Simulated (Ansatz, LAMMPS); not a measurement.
# Compressing and expanding glassy 62SiO2-24Al2O3-10K2O-5Er2O3 (mol %) (75 atoms): runs compared

How stiff is glassy 62SiO2-24Al2O3-10K2O-5Er2O3 (mol %) (75 atoms), and how do its levels respond to strain?

Computed with Ansatz 0.2.0: Kohn-Sham DFT, LDA, PAW (set soft_2), plane waves.

In doubt: a part-filled 4f shell, where there is one, can sit in one of many states, so energies may not be the lowest and differences between runs may mislead; derivatives with an open 4f shell can jump between states, which bears on forces and vibrations; warnings of the run leave room for a lower electronic state (in some of the runs), so energies may not be the lowest and differences between runs may mislead.

### Step 1. The cell as built

The cell holds 75 atoms: 13 Si, 10 Al, 4 K, 2 Er and 46 O. Cell: a = 10.029 Å, b = 10.029 Å, c = 10.029 Å, α = 90.0°, β = 90.0°, γ = 90.0°. 75 atoms (13 Si, 10 Al, 4 K, 2 Er, 46 O) placed at random at 2.94 g/cm³, melted at 4000 K for 10 ps at fixed volume with the Morse and Coulomb pair potential with partial charges (Pedone, Malavasi, Menziani, Cormack and Segre, J. Phys. Chem. B 110, 11780 (2006)). Quenched from 4000 K to 300 K at 50 K/ps and fixed volume, held 10 ps at zero pressure.

Limits known from the start: The quench rate of 50 K/ps is orders of magnitude faster than experiment, which tends to freeze in extra defects. The network of bonds at the start is that of the classical potential that made the cell, and needn't be the one that DFT or experiment would give. Without a Hubbard term or exact exchange, open shells on Er are likely too delocalised. Only the Γ point is sampled. Spin–orbit coupling is left out, which matters for the levels of the heavy elements.

### Step 2. The reference run

The reference is a single point at the end of the relaxation.

Every strained cell starts from the geometry of this run, and its atoms are relaxed with the cell held.

Its input, with most atom lines left out:

```yaml
crystal:
  lattice:
    - [9.91615, -0.07447, -0.32447]
    - [-0.07447, 9.92533, -0.27094]
    - [-0.32447, -0.27094, 9.57785]
  atoms:
    - { symbol: Si, position: [0.8755, 0.20424, 0.30676] }
    - { symbol: Si, position: [0.42438, 0.03499, 0.46827] }
    - { symbol: Si, position: [0.0658, 0.82019, 0.21038] }
    - { symbol: Si, position: [0.46157, 0.76511, 0.8671] }
    - { symbol: Si, position: [0.46811, 0.33172, 0.42874] }
    - { symbol: Si, position: [0.48604, 0.60211, 0.12809] }
    - { symbol: Si, position: [0.2042, 0.95487, 0.83628] }
    [... atom lines 8 to 75 left out ...]
magnetization:
  spin_polarized: true
kpoints:
  mp_grid: { grid: [1, 1, 1] }
hamiltonian:
  xc: lda
scf:
  occupations: { method: fermi_dirac, width: 0.05 }
  lower_state_search: "off"
output:
  forces: true
  stress: true
  populations: true
  dos:
    method: { smearing: { sigma: 0.15 } }
    de: 0.1
    projected: { site_lists: { Al: [Al], Er: [Er], K: [K], O: [O], Si: [Si] } }
  eigenvalues: true
  write_density: true
  write_potential: true
  volumetric_format: npy
```

- free energy per atom: -911.8833 eV/atom
- r.m.s. force component: 0.00568 eV/Å
- pressure: -0.01857 GPa
- total moment: 6 μB

The highest filled and lowest empty levels lie 0.312 eV apart (at Γ alone), but 2 levels are partly filled, by over 2 %, under the smearing.

### Step 3. The runs

Each row is one run, on 4 threads of Intel Xeon Platinum 8259CL at 2.50GHz (Skylake/Cascade Lake), shared host. The free energy is the program's total, comparable only between runs with the same functional, potentials and atoms.

| run | atoms | outcome | ionic steps, all passes | free energy (eV) | time | host memory (GiB) |
| --- | --- | --- | --- | --- | --- | --- |
| Single point at the start | 75 | converged | - | -68385.432 | 2.1 min | 2.2 |
| Cell and atoms relaxed | 75 | converged | 39 | -68391.247 | 22 min | 2.2 |
| Single point at the relaxed geometry | 75 | converged | - | -68391.247 | 2.5 min | 2.1 |
| Volume -3 % | 75 | converged | 8 | -68391.053 | 5.7 min | 2.1 |
| Volume +3 % | 75 | converged | 7 | -68391.067 | 3.5 min | 1.9 |

In some runs the program notes that the SCF threshold is loose for the stress. Further notices: minimisation begun; derived cap gave way.

### Step 4. Pressure against volume

Atoms are relaxed at each volume, in the scaled cell.

| volume change (%) | volume (Å³/atom) | energy change (meV/atom) | pressure (GPa) | largest move on relaxing (Å) | bonds | level spacing (eV) |
| --- | --- | --- | --- | --- | --- | --- |
| -3 | 12.168 | 2.58 | 2.33 | 0.10 | 141 | 0.314 |
| +0 | 12.544 | 0.00 | -0.02 | - | 141 | 0.312 |
| +3 | 12.921 | 2.41 | -1.98 | 0.30 | 142 | 0.315 |

### Step 5. What came out

The bulk modulus, from the slope of pressure against ln V over the three points nearest the relaxed volume, is 72.0 GPa. The count of bonds runs from 141 to 142 over the series, so at some points contacts cross the cutoffs. The level spacing stays within 0.02 eV of 0.314 eV.

Caveats: Strains are finite and relaxations stop at the force tolerance of the input, which can leave moduli too stiff; they are those of a static cell at zero temperature. Volumes are changed with the cell's shape held, so in an anisotropic solid the modulus lies over the one under free hydrostatic load. The program notes that the SCF threshold of the relaxations is loose for the stress. In the spin-polarised runs the search for a state of lower energy was switched off. The run was spin polarised, started with 2 parallel moments, ending at 6.0 μB in the cell; that starting order needn't be the real material's, and it bears on forces, charges and levels.

The DFT runs together took 36 min of wall time.

[Logs are printed without paths, hosts, clocks, repeated set-up lines and the standing remarks that a program may print on its own settings, such as how far it seeks lower states.]

[Hosts, paths, dates, database ids (printed as entryN), source tags and the programs' standing remarks are cut or masked in the printed files.]
